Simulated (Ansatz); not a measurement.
# A vacancy of C at several sites of C(110) slab, H on the bottom face, stepped (108 atoms), part 2 of 4

Aim: make a vacancy of C at several sites of C(110) slab, H on the bottom face, stepped (108 atoms), relax each, and compare their energies.

Ansatz 0.2.0; Kohn-Sham DFT, RPBE+D3(BJ), PAW (set soft_2), plane waves.

The cell: 84 C and 24 H. The main run has no spin polarisation. The Brillouin zone is sampled at Γ only, in a cell whose shortest periodic width is 10 Å. 65 of the 108 atoms are held fixed where they were built.

So far. Step 2 (Single point at the start): The r.m.s. force at the start is 1.5 eV/Å. Step 3 (Relaxation): The relaxation converged after 9 steps, 11.4 eV below its start, with a largest force component of 0.030 eV/Å on the free atoms.

**4. Single point at the relaxed geometry**

The electronic structure is read at the final geometry, in a run of its own.

Input file input.yaml:

```yaml
crystal:
  lattice:
    - [10.089, 0.0, 0.0]
    - [0.0, 10.701, 0.0]
    - [0.0, 0.0, 14.67336]
  atoms:
    - { symbol: C, position: [0.87196, 0.17091, 0.40237] }
    - { symbol: C, position: [0.00066, 0.08152, 0.40105] }
    - { symbol: C, position: [0.99597, 0.00215, 0.48753] }
    - { symbol: C, position: [0.87532, 0.25287, 0.48788] }
    - { symbol: C, position: [0.87961, 0.17324, 0.57113] }
    - { symbol: C, position: [0.99483, 0.08533, 0.57385] }
    [... 96 atom lines left out ...]
    - { symbol: H, position: [0.62509, 0.5557, 0.34049] }
    - { symbol: H, position: [0.74727, 0.359, 0.34115] }
    - { symbol: H, position: [0.3736, 0.89176, 0.34221] }
    - { symbol: H, position: [0.49842, 0.69224, 0.33854] }
    - { symbol: H, position: [0.62335, 0.89152, 0.34081] }
    - { symbol: H, position: [0.75033, 0.69184, 0.34051] }
kpoints:
  mp_grid: { grid: [1, 1, 1] }
hamiltonian:
  xc: rpbe
  dispersion: d3bj
scf:
  occupations: { method: gaussian, width: 0.025 }
output:
  forces: true
  populations: true
  dos:
    method: { smearing: { sigma: 0.08 } }
    de: 0.1
    projected:
      site_lists:
        C: [C]
        H: [H]
        hydrogen: [84, 85, 86, 87, 88, 89, 90, 91, 92, 93, 94, 95, 96, 97, 98, 99, 100, 101, 102, 103, 104, 105, 106, 107]
  eigenvalues: true
  write_density: true
  write_potential: true
  volumetric_format: npy
```

Run with:

```console
$ ansatz run input.yaml --threads 4 --pin off --max-ram 8192MiB --backend cpu --events-out ev --progress --plain --runs-dir out
```

Log:

```text
[...]
Crystal: 108 atoms, lattice volume = 1584.171 Å³
Basis set: ecut = 420 eV, 30983 PW (Γ), exchange–correlation on 144×144×200 points (8 copies of the dense FFT grid, shifted against one another)
Bands: 288, of which v1, the nominal top of the filled ones, is band 180 counted from 1 (179 counted from 0)
Symmetry: 1 space group operations
[...]
k-points: 1
[...]
SCF iter   1: F=—  HF=-21563.661645 eV  |F-HF|=—  |Δ(HF+E_count)|=         —  Δρ=1.06e-2  dr2=6.17e0  ethr=1.77e-3  ⟨swp⟩=7.0  Hψ=1507  notcnv=0  defer=80
[...]
SCF iter  13: F=-21562.472190 eV  HF=-21562.472190 eV  |F-HF|=1.91e-8  |Δ(HF+E_count)|=   1.70e-7  Δρ=1.41e-6  dr2=2.33e-8  ethr=2.78e-11  ⟨swp⟩=32.0  Hψ=3398  notcnv=0
[...]
SCF 1 converged in 13 iterations: F = -21562.472190 eV  dr2 = 2.33e-8
[...]
WARN: The output density's exchange-correlation potential varies sharply where the density is thin. Do not read a vacuum level from v_tot or v_xc, or from such a field of the output density. On a cell that repeats whose density bears no net charge and no dipole along the vacuum's axis use v_es (v_loc + v_h of the components); [...]
SCF converged after 13 iterations
Free energy (F): -21562.472190 eV
[...]
Internal energy: -21562.472190 eV  (E = F + TS)
E sigma→0 (E₀):  -21562.472190 eV
Fermi energy:    1.995775 eV
[...]
--- Forces (eV/Å), atoms counted from 1 ---
  atom   1  C      1.20380683    -2.95075848    -0.10146495
  atom   2  C     -1.05764937     2.75025809     1.07466625
  atom   3  C      1.52446076    -0.83414823    -1.58777103
  atom   4  C      0.46139322    -0.23276574    -1.22619907
  atom   5  C     -0.01795756    -0.00370225    -0.00566756
  atom   6  C     -0.00154061    -0.00105057     0.01102242
  atom   7  C      0.03127479     0.02790425     0.00521512
  atom   8  C      0.48124591     0.20139042     0.22482603
  atom   9  C      0.07180929     0.53821749     0.33002000
  atom  10  C     -0.00316037     0.00374849    -0.01006535
  atom  11  C      0.00022602    -0.00171987     0.00818951
  atom  12  C     -0.00353891     0.00717827    -0.00626682
  atom  13  C      0.00454842    -0.00479409     0.01295117
  atom  14  C      0.01035880     0.00893739     0.00691721
[...]
atom 107  H      0.11013908     0.56145254    -0.97304555
  atom 108  H      0.00160010     0.00060732     0.02441052
  max |Σ_I F_I| component: 6.33e-5 eV/Å
--- Band table (eV) ---
[...]
--- Löwdin populations: 108 sites ---
  site symbol       q [e]
     0      C      4.1220
     1      C      4.1200
     2      C      3.9665
[...]
107      H      0.8336
  spilling = 0.006910 (of n_electrons = 360.000000)
```

Wall time 14 s (4 threads of Intel Xeon Platinum 8488C (Sapphire Rapids), shared host); peak memory 1.7 GiB.

The program notes that the exchange-correlation potential is rough where the density is thin.

The longest force on a free atom is 0.042 eV/Å; the force values below include the held atoms.

Numbers from this run:

```yaml
free_energy: -21562.4722 eV
free_energy_per_atom: -199.6525 eV/atom
scf_cycles: 13
r_m_s_force_component: 0.83 eV/Å
longest_force: 3.73 eV/Å
fermi_energy: 1.996 eV
spacing_of_highest_filled_and_lowest_empty_level: 0.972 eV
spilling_of_the_projection: 0.00691
```

Neighbours are counted within 1.85 Å (C-C), 1.34 Å (C-H), the cutoffs taken from the relaxation.

Length of the force by element and coordination:

```
element  coordination  atoms  mean length of the force (eV/Å)  spread   least    most
      C           all     84                             1.04    1.19  0.0027    3.73
      C             2      6                           0.0204  0.0098  0.0154  0.0422
      C             3     18                           0.0158   0.008   0.005  0.0312
      C             4     60                             1.45    1.19  0.0027    3.73
      H           all     24                            0.615   0.395  0.0245    1.65
```

Löwdin charges by element and coordination (they lack the spilled electrons, 0.023 e an atom on average):

```
element  coordination  atoms  mean charge (e)  spread    least    most
      C           all     84          -0.0151  0.0649   -0.135  0.0557
      C             2      6           0.0039  0.0021   0.0014  0.0068
      C             3     18           0.0067  0.0049  -0.0042   0.013
      C             4     60          -0.0236   0.075   -0.135  0.0557
      H           all     24            0.157   0.011    0.127   0.177
```

By region:

```
  region  atoms  mean length of the force (eV/Å)
    slab     84                             1.04
hydrogen     24                            0.615
```

Density of states as counts of states in windows of 1 eV (from the Fermi level), total and the larger projections:

```
from (eV)  to (eV)  total   C p   C s  H s  hydrogen
      -18      -17   12.3   4.5   7.2  0.4       0.4
      -17      -16   19.9   7.4  11.7  0.6       0.6
      -16      -15   12.5   4.4   7.6  0.5       0.5
      -15      -14    8.0   3.4   4.2  0.4       0.4
      -14      -13   11.6   5.5   5.6  0.5       0.5
      -13      -12   22.4  13.4   7.8  1.0       1.0
      -12      -11   14.1   8.3   4.2  1.4       1.4
      -11      -10   16.0  10.7   4.4  0.8       0.8
      -10       -9   18.1  14.1   2.5  1.3       1.3
       -9       -8   23.8  18.2   2.8  2.6       2.6
       -8       -7   35.1  29.5   3.4  2.0       2.0
       -7       -6   30.9  26.1   2.1  2.5       2.5
       -6       -5   36.2  32.3   1.4  2.3       2.3
       -5       -4   25.7  23.1   0.8  1.7       1.7
       -4       -3   20.1  18.3   0.7  1.0       1.0
       -3       -2   14.4  12.9   1.0  0.4       0.4
       -2       -1   11.7  11.0   0.5  0.1       0.1
       -1        0    6.0   5.5   0.4  0.1       0.1
        0        1   11.9  10.1   1.4  0.2       0.2
        1        2    9.3   6.3   1.2  0.6       0.6
        2        3   18.7   9.7   2.2  2.2       2.2
        3        4    7.6   0.8   0.6  1.4       1.4
        4        5   16.8   4.4   2.7  1.2       1.2
```

The curve was stored every 0.100 eV, coarse against its broadening of 0.08 eV, so these counts are rough.

Between -22 and -18 eV lie 21 more states.

The levels nearest the highest filled one (over half full), pooled over k-points and spins:

```
level less the highest filled one (eV)  occupation
                                -0.989           2
                                -0.701           2
                                -0.685           2
                                -0.241           2
                               -0.0549           2
                                     0           2
                                 0.972           0
                                 0.995           0
                                  1.01           0
                                  1.16           0
                                  1.33           0
                                  1.34           0
```

Planar average of the electrostatic potential energy along the normal, with the Fermi level as zero, after a running mean with a triangular window 4 Å wide at its base:

```
height (Å)  potential energy (eV)
       0.0                   3.55
       0.4                   3.41
       0.9                   3.26
       1.2                   3.17
       1.6                   3.02
       2.1                   2.87
       2.5                   2.70
       2.9                   2.44
       3.4                   1.90
       3.7                   1.31
       4.1                  -0.19
       4.5                  -2.31
       5.0                  -4.72
       5.4                  -7.34
       5.9                  -9.61
       6.2                 -10.51
       6.6                 -11.45
       7.0                 -12.13
       7.5                 -11.89
       7.9                 -11.20
       8.4                 -10.30
       8.7                  -9.10
       9.1                  -6.61
       9.5                  -4.00
      10.0                  -1.27
      10.4                   1.20
      10.9                   2.83
      11.2                   3.53
      11.6                   4.15
      12.0                   4.30
      12.5                   4.24
      12.9                   4.11
      13.4                   3.98
      13.6                   3.88
      14.1                   3.74
      14.5                   3.60
```

Valence density in the cb plane at fractional x = 0.001, with atoms of C and H within 0.2 Å of it. It is the smooth field of the valence electrons, not physical close to the nuclei.

Ten even steps from '0' (0.0 e/Å³) to '9' (1.9 e/Å³), each cell a mean:
```
00000000000000111136852137873100000000000
00000000000000000013321124542000000000000
00000000000000000001100011110000000000000
00000000000000011110001211000000000000000
00000000000000136521013652000000000000000
00000000000001379853236885200000000000000
00000000000003898987678897421000000000000
00000000000004754479985468852000000000000
00000000000000111137852136873100000000000
00000000000000000013321014542000000000000
00000000000000000001100011110000000000000
00000000000000011110001211000000000000000
00000000000000135521014652000000000000000
00000000000001379852237884100000000000000
00000000000014899987668887420000000000000
00000000000014754579975468852000000000000
00000000000001111147852137873100000000000
00000000000000000013421124642000000000000
00000000000000000001100011110000000000000
00000000000000011110001211000000000000000
00000000000000135421013652000000000000000
00000000000001379852236885200000000000000
00000000000003899987678887421000000000000
00000000000004854579985468852000000000000
```
Columns run along c (14.7 Å), rows up along b (10.7 Å). Atoms in or near the plane, at fractional coordinates: C at (0.40, 0.08), C at (0.49, 0.00), C at (0.57, 0.09), C at (0.64, 0.98), C at (0.40, 0.42), C at (0.48, 0.33), C at (0.57, 0.42), C at (0.64, 0.31), C at (0.40, 0.75), C at (0.49, 0.67), C at (0.57, 0.75), C at (0.64, 0.65), H at (0.34, 0.02), H at (0.34, 0.36) and more.

Electrostatic potential energy in the cb plane at fractional x = 0.001, with atoms of C and H within 0.2 Å of it. With pseudopotentials it is smooth inside the atoms' cores, unlike the true potential.

Ten even steps from '0' (-59 eV) to '9' (7 eV), each cell a mean:
```
99999999999999899872148871017999999999999
99999999999999999988789986468999999999999
99999999999999999999999999899999999999999
99999999999999998999999889999999999999999
99999999999999974589987458999999999999999
99999999999999830058883005999999999999999
99999999999996441255464126789999999999999
99999999999985377750037763137999999999999
99999999999999899862148871017999999999999
99999999999999999987789986468999999999999
99999999999999999999999999999999999999999
99999999999999998999999889999999999999999
99999999999999975689986458999999999999999
99999999999999820168873006999999999999999
99999999999996541255564126789999999999999
99999999999984377750037763148999999999999
99999999999998899862158871017999999999999
99999999999999999987789986468999999999999
99999999999999999999999999899999999999999
99999999999999999999999889999999999999999
99999999999999975689987458999999999999999
99999999999999820168883005999999999999999
99999999999997431265464126789999999999999
99999999999985377750027763138999999999999
```
Columns run along c (14.7 Å; values clipped at the 3rd and 97th percentile), rows up along b (10.7 Å). Atoms in or near the plane, at fractional coordinates: C at (0.40, 0.08), C at (0.49, 0.00), C at (0.57, 0.09), C at (0.64, 0.98), C at (0.40, 0.42), C at (0.48, 0.33), C at (0.57, 0.42), C at (0.64, 0.31), C at (0.40, 0.75), C at (0.49, 0.67), C at (0.57, 0.75), C at (0.64, 0.65), H at (0.34, 0.02), H at (0.34, 0.36) and more.

Between filled and empty levels lie 0.972 eV at Γ alone; the mesh holds the band edges only if they fold onto it, so the gap at this level can be narrower or closed, and states at the surface or the caps may set it. Mean Löwdin charges: C -0.02, H +0.16 e (they miss 0.69 % of the electrons, so they add up to more than the cell's charge). Charges this small depend on the projection, at times even in sign. The largest share in the top eV of filled states is C p (93 % of the projected weight), and in the lowest eV of empty states C p (86 % of the projected weight). The potential slopes across the vacuum by 0.33 eV/Å: the slab bears a dipole, and with periodic images along the normal there is no flat vacuum level to read.

[end of part 2 of 4]

[Long decimals in the printed logs are rounded to 6 places.]

[Logs are printed without paths, hosts, clocks, repeated set-up lines and the standing remarks that a program may print on its own settings, such as how far it seeks lower states.]

[Hosts, paths, dates, database ids (printed as entryN), source tags and the programs' standing remarks are cut or masked in the printed files.]
